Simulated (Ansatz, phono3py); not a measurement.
# KCl (Sylvite, Fm-3m): thermal conductivity with phono3py, part 5 of 5

Aim: with force constants in hand, see how mesh, solver, isotopes and boundaries change the conductivity of KCl (Sylvite).

Measurements to reproduce:
- thermal conductivity 7.1 W/m/K near room temperature (given in “Combining the AFLOW GIBBS and Elastic Libraries to efficiently and robustly screen thermo-mechanical properties of solids”, 2017, arXiv:1611.05714)
- thermal conductivity 7.1 W/m/K near room temperature (given in “Predicting the lattice thermal conductivity of solids by solving the Boltzmann transport equation: AFLOW - AAPL an automated, accurate and efficient framework”, 2017, arXiv:1611.05481)

phono3py 4.10.0; DFT LDA, scalar-relativistic, plane waves, PAW; PAW set soft_1; phono3py on Ansatz's force constants.

So far, κ at 300 K (W/m/K): step 2 (relaxation-time solution) 10.3; step 16 (Gaussian smearing, third order supercell 3×3×3, supercell 6×6×6) 10.8; step 17 (Gaussian smearing, third order supercell 3×3×3, supercell 6×6×6 (run 2)) 10.3; step 19 (without the dipole term, third order supercell 3×3×3, supercell 6×6×6) 10.2; step 20 (a changed mass, third order supercell 3×3×3, supercell 6×6×6) 8.11.

## 21. Mass disorder, third order supercell 3×3×3, supercell 6×6×6

A typed mass variance takes the place of the natural one on the sites of one element, as a model of more or less disorder.

phono3py.yaml

```yaml
phono3py:
  version: "4.10.0"
  frequency_unit_conversion_factor: 15.633302
  symmetry_tolerance: 1.00000e-05

physical_unit:
  atomic_mass: "AMU"
  length: "angstrom"

space_group:
  type: "Fm-3m"
  number: 225
  Hall_symbol: "-F 4 2 3"

primitive_matrix:
- [  1.000000000000000,  0.000000000000000,  0.000000000000000 ]
- [  0.000000000000000,  1.000000000000000,  0.000000000000000 ]
- [  0.000000000000000,  0.000000000000000,  1.000000000000000 ]

supercell_matrix:
- [   3,   0,   0 ]
- [   0,   3,   0 ]
- [   0,   0,   3 ]

# [primitive_cell block left out]
unit_cell:
  lattice:
  - [     0.000000000000000,     3.038637085300000,     3.038637085300000 ] # a
  - [     3.038637085300000,     0.000000000000000,     3.038637085300000 ] # b
  - [     3.038637085300000,     3.038637085300000,     0.000000000000000 ] # c
  points:
  - symbol: K # 1
    coordinates: [  0.000000000000000,  0.000000000000000,  0.000000000000000 ]
    mass: 39.098300
    reduced_to: 1
  - symbol: Cl # 2
    coordinates: [  0.500000000000000,  0.500000000000000,  0.500000000000000 ]
    mass: 35.450000
    reduced_to: 2

# [supercell block left out]
phonon_supercell_matrix:
- [   6,   0,   0 ]
- [   0,   6,   0 ]
- [   0,   0,   6 ]

# [phonon_primitive_cell block left out]
# [phonon_supercell block left out]
nac:
  born_effective_charge:
  - # 1 (K)
    - [  1.109090761846020,  0.000000000000000,  0.000000000000000 ]
    - [  0.000000000000000,  1.109090761846020,  0.000000000000000 ]
    - [  0.000000000000000,  0.000000000000000,  1.109090761846020 ]
  - # 2 (Cl)
    - [ -1.109090761846020,  0.000000000000000,  0.000000000000000 ]
    - [  0.000000000000000, -1.109090761846020,  0.000000000000000 ]
    - [  0.000000000000000,  0.000000000000000, -1.109090761846020 ]
  dielectric_constant:
    - [  2.507462363085693,  0.000000000000000,  0.000000000000000 ]
    - [  0.000000000000000,  2.507462363085693,  0.000000000000000 ]
    - [  0.000000000000000,  0.000000000000000,  2.507462363085693 ]
  unit_conversion_factor: 14.399645
```

Started as:

```
$ phono3py phono3py.yaml --mesh 17 17 17 --br --isotope --mv 0.000164 0.01 --ts 100 150 200 300 400 500 600 800
```

What it wrote:

```text
[banner, memory and clock lines left out]
Rust backend (phonors) using rayon (8 threads).
Running in phono3py.load mode.
Spglib version 2.8.0
----------------------------- General settings -----------------------------
Run mode: conductivity-RTA
HDF5 data compression filter: gzip
Crystal structure was read from "phono3py.yaml".
Supercell (dim): [3 3 3]
Phonon supercell (dim-fc2): [6 6 6]
Primitive matrix:
  [1. 0. 0.]
  [0. 1. 0.]
  [0. 0. 1.]
Spacegroup: Fm-3m (225)
Use -v option to watch primitive cell, unit cell, and supercell structures.
NAC parameters were read from "phono3py.yaml".
fc3 was read from "fc3.hdf5".
fc2 was read from "fc2.hdf5".
----------------------------- Force constants ------------------------------
Max drift of fc3: -0.00000000 (xxx) -0.00000000 (xxx) -0.00000000 (xxx)
Max drift of fc2: 0.00000000 (zz) 0.00000000 (zz)
--------------------------- Calculation settings ---------------------------
Non-analytical term correction (NAC): True
NAC unit conversion factor:  14.39964
BZ integration: Tetrahedron-method
Temperature:  100.0  150.0  200.0  300.0  400.0 ... 800.0
Cutoff frequency: 0.01
Mesh sampling: [ 17 17 17 ]
Generating grid system ... [ 17 17 17 ]
fc3-r2q-transformation over three atoms: True
--------------------------- Phonon calculations ----------------------------
  PRB 50, 13035(R) (1994), PRB 55, 10355 (1997)
  G-cutoff distance: 1.08, Number of G-points: 307, Lambda: 0.18
Running harmonic phonon calculations...
-------------------- Lattice thermal conductivity (RTA) --------------------
Running heat capacity calculations...
Running velocity calculations...
Running isotope scattering calculations with tetrahedron method...
======================= Grid point 0 (1/165) =======================
q-point: ( 0.00  0.00  0.00)
Boundary mean free path (millimeter): 1000.000
Mass variance parameters: 1.64e-04 1.00e-02
Number of triplets: 165
Frequency     group velocity (x, y, z)     |gv|
   0.000   (   0.000    0.000    0.000)    0.000
   0.000   (   0.000    0.000    0.000)    0.000
   0.000   (   0.000    0.000    0.000)    0.000
   4.833   (   0.000    0.000    0.000)    0.000
   4.833   (   0.000    0.000    0.000)    0.000
   4.833   (   0.000    0.000    0.000)    0.000
======================= Grid point 1 (2/165) =======================
q-point: ( 0.06  0.00  0.00)
Boundary mean free path (millimeter): 1000.000
Mass variance parameters: 1.64e-04 1.00e-02
Number of triplets: 489
Frequency     group velocity (x, y, z)     |gv|
   0.498   ( -17.073   17.073   17.073)   29.572
   0.498   ( -17.073   17.073   17.073)   29.572
   0.646   ( -22.174   22.174   22.174)   38.406
   4.817   (   1.114   -1.114   -1.114)    1.929
   4.817   (   1.114   -1.114   -1.114)    1.929
   6.620   (   1.682   -1.682   -1.682)    2.913
[162 grid points left out]
======================= Grid point 1322 (165/165) =======================
q-point: ( 0.71  0.47  0.24)
Boundary mean free path (millimeter): 1000.000
Mass variance parameters: 1.64e-04 1.00e-02
Number of triplets: 1305
Frequency     group velocity (x, y, z)     |gv|
   2.495   (  -0.000   13.514    1.573)   13.605
   2.663   (   0.000  -12.614   -6.873)   14.365
   3.788   (  -0.000   25.489    0.410)   25.493
   4.108   (   0.000  -21.894   -2.358)   22.020
   5.039   (   0.000    1.521    0.257)    1.542
   5.040   (  -0.000   -1.361    2.927)    3.228
=================== End of collection of collisions ===================
----------- Thermal conductivity (W/m-k) with tetrahedron method -----------
#  T(K)        xx         yy         zz         yz         xz         xy
  100.0      16.885     16.885     16.885      0.000      0.000     -0.000
  150.0      12.716     12.716     12.716      0.000      0.000     -0.000
  200.0      10.340     10.340     10.340      0.000      0.000     -0.000
  300.0       7.623      7.623      7.623      0.000      0.000     -0.000
  400.0       6.077      6.077      6.077      0.000      0.000     -0.000
  500.0       5.067      5.067      5.067      0.000      0.000     -0.000
  600.0       4.352      4.352      4.352      0.000      0.000     -0.000
  800.0       3.401      3.401      3.401      0.000      0.000     -0.000

Thermal conductivity related properties were written into
"kappa-m171717.hdf5".
Summary of calculation was written in "phono3py.yaml".
```

Wall time 23 s (8 threads of Intel Xeon at 2.70GHz, shared host); peak memory 0.24 GiB; 2.2 min of CPU time.

This step gave:

* κ at 300 K: 7.623 W/m/K
* κ xx, yy, zz at 300 K: 7.623, 7.623, 7.623 W/m/K

W/m/K. Kappa, by row:

| T (K) | xx | yy | zz | yz | xz | xy |
| --- | --- | --- | --- | --- | --- | --- |
| 100 | 16.89 | 16.89 | 16.89 | 0 | 0 | 0 |
| 150 | 12.72 | 12.72 | 12.72 | 0 | 0 | 0 |
| 200 | 10.34 | 10.34 | 10.34 | 0 | 0 | 0 |
| 300 | 7.623 | 7.623 | 7.623 | 0 | 0 | 0 |
| 400 | 6.077 | 6.077 | 6.077 | 0 | 0 | 0 |
| 500 | 5.067 | 5.067 | 5.067 | 0 | 0 | 0 |
| 600 | 4.352 | 4.352 | 4.352 | 0 | 0 | 0 |
| 800 | 3.401 | 3.401 | 3.401 | 0 | 0 | 0 |

κ at 300 K goes from 10.3 in the base run to 7.62 W/(m K).

## 22. An input with a fault, third order supercell 3×3×3, supercell 6×6×6

This input was changed on purpose, to see how the program answers.

phono3py.yaml is that of step 21.

Started as:

```
$ phono3py phono3py.yaml --mesh 7 7 7 --br --sigma 0.001 --ts 300
```

What it wrote:

```text
[banner, memory and clock lines left out]
Rust backend (phonors) using rayon (8 threads).
Running in phono3py.load mode.
Spglib version 2.8.0
----------------------------- General settings -----------------------------
Run mode: conductivity-RTA
HDF5 data compression filter: gzip
Crystal structure was read from "phono3py.yaml".
Supercell (dim): [3 3 3]
Phonon supercell (dim-fc2): [6 6 6]
Primitive matrix:
  [1. 0. 0.]
  [0. 1. 0.]
  [0. 0. 1.]
Spacegroup: Fm-3m (225)
Use -v option to watch primitive cell, unit cell, and supercell structures.
NAC parameters were read from "phono3py.yaml".
fc3 was read from "fc3.hdf5".
fc2 was read from "fc2.hdf5".
----------------------------- Force constants ------------------------------
Max drift of fc3: -0.00000000 (xxx) -0.00000000 (xxx) -0.00000000 (xxx)
Max drift of fc2: 0.00000000 (zz) 0.00000000 (zz)
--------------------------- Calculation settings ---------------------------
Non-analytical term correction (NAC): True
NAC unit conversion factor:  14.39964
BZ integration: Smearing=0.001
Temperature:  300.0
Cutoff frequency: 0.01
Mesh sampling: [ 7 7 7 ]
Generating grid system ... [ 7 7 7 ]
fc3-r2q-transformation over three atoms: True
--------------------------- Phonon calculations ----------------------------
  PRB 50, 13035(R) (1994), PRB 55, 10355 (1997)
  G-cutoff distance: 1.08, Number of G-points: 307, Lambda: 0.18
Running harmonic phonon calculations...
-------------------- Lattice thermal conductivity (RTA) --------------------
Running heat capacity calculations...
Running velocity calculations...
======================= Grid point 0 (1/20) =======================
q-point: ( 0.00  0.00  0.00)
Boundary mean free path (millimeter): 1000.000
Number of triplets: 20
Frequency     group velocity (x, y, z)     |gv|
   0.000   (   0.000    0.000    0.000)    0.000
   0.000   (   0.000    0.000    0.000)    0.000
   0.000   (   0.000    0.000    0.000)    0.000
   4.833   (   0.000    0.000    0.000)    0.000
   4.833   (   0.000    0.000    0.000)    0.000
   4.833   (   0.000    0.000    0.000)    0.000
======================= Grid point 1 (2/20) =======================
q-point: ( 0.14  0.00  0.00)
Boundary mean free path (millimeter): 1000.000
Number of triplets: 44
Frequency     group velocity (x, y, z)     |gv|
   1.196   ( -16.481   16.481   16.481)   28.545
   1.196   ( -16.481   16.481   16.481)   28.545
   1.556   ( -21.601   21.601   21.601)   37.413
   4.740   (   2.588   -2.588   -2.588)    4.483
   4.740   (   2.588   -2.588   -2.588)    4.483
   6.504   (   3.900   -3.900   -3.900)    6.754
[17 grid points left out]
======================= Grid point 77 (20/20) =======================
q-point: (-0.29  0.43  0.14)
Boundary mean free path (millimeter): 1000.000
Number of triplets: 100
Frequency     group velocity (x, y, z)     |gv|
   2.591   ( -14.045   13.741   -0.000)   19.649
   2.666   (   3.996  -11.592   -0.000)   12.262
   3.703   (  -9.330   28.471    0.000)   29.961
   4.224   (   2.324  -21.733   -0.000)   21.857
   4.959   (   6.136    0.568    0.000)    6.163
   5.058   (   0.576   -1.429   -0.000)    1.540
=================== End of collection of collisions ===================
----------- Thermal conductivity (W/m-k) for sigma=0.001 -----------
#  T(K)        xx         yy         zz         yz         xz         xy
  300.0  86871580.124 86871580.124 86871580.124      0.000      0.000     -0.000

Thermal conductivity related properties and sigma 0.001
were written into "kappa-m777-s0.001.hdf5".
Summary of calculation was written in "phono3py.yaml".
```

Wall time 4.2 s (8 threads); peak memory 0.24 GiB.

The run finished. A setting was moved off its sound value on purpose, so it serves as a test and not as the result.

The fault put into the input: a Gaussian far narrower than the mesh, no isotopes, with which κ at 300 K comes out at 8.7e7 W/(m K).

## 23. Summary of results

| Quantity | Value |
| --- | --- |
| κ at 300 K, RTA, natural isotopes, mesh 17×17×17 | 10.3 W/m/K |
| κ at 300 K, RTA, pure, mesh 17×17×17 | 10.7 W/m/K |
| κ at 300 K, LBTE, mesh 17×17×17 | 14.0 W/m/K |
| κ at 300 K, with coherences, mesh 17×17×17 | 10.4 W/m/K |
| κ at 300 K, no dipole term, mesh 17×17×17 | 10.2 W/m/K |

**Reading.** On these constants κ of KCl (Sylvite) at 300 K is 10.3 W/(m K) in the base run, by relaxation time; smearing and coherences move that between 10.3 and 10.8. The full solution gives 14.0 W/(m K) (phono3py, mesh 17×17×17). On the same constants and mesh Ansatz's figure, which includes its coherence part, and phono3py's, which doesn't, differ by up to 4.2 %; with phono3py's own coherence part added, which is defined differently, the largest difference is 0.20 %. The last step of the mesh series (21 to 27) moves κ at 300 K by +0.3 %, while the coarsest mesh gives 244 % of the densest value. Normal processes make 59 % of the three-phonon scattering at 300 K, weighting modes by their heat capacity. A boundary length of 0.01 µm leaves 39 % of κ at 300 K. A boundary length of 1 µm leaves 97 % of κ at 300 K. Scaling the mass of Cl by 0.5 at fixed force constants, a model exercise, multiplies the isotope-free κ by 0.759. A mass variance of 0.01 on the Cl sites, typed in place of the natural one, gives 74 % of the base value. A measured thermal conductivity near room temperature is 7.1 W/m/K (arXiv:1611.05714); the calculated 14.0 W/m/K differs by +97 %. The relaxed cell is 10 % smaller in volume than the database cell, which stiffens most phonons and usually raises κ; no run here tested that. Four-phonon, defect and boundary scattering, which are left out, would lower the calculated value; thermal expansion is left out too. The PAW files were made for PBE and are used here under another functional, for which the program regenerates the frozen cores. The cell of these runs is 10 % smaller in volume than the database cell; frequencies and all that rests on them shift with it.

[Logs are printed without paths, hosts, clocks, repeated set-up lines and the standing remarks that a program may print on its own settings, such as how far it seeks lower states.]

[Hosts, paths, dates, database ids (printed as entryN), source tags and the programs' standing remarks are cut or masked in the printed files.]

[A step with changed settings may run another functional than the one named; its input shows which.]
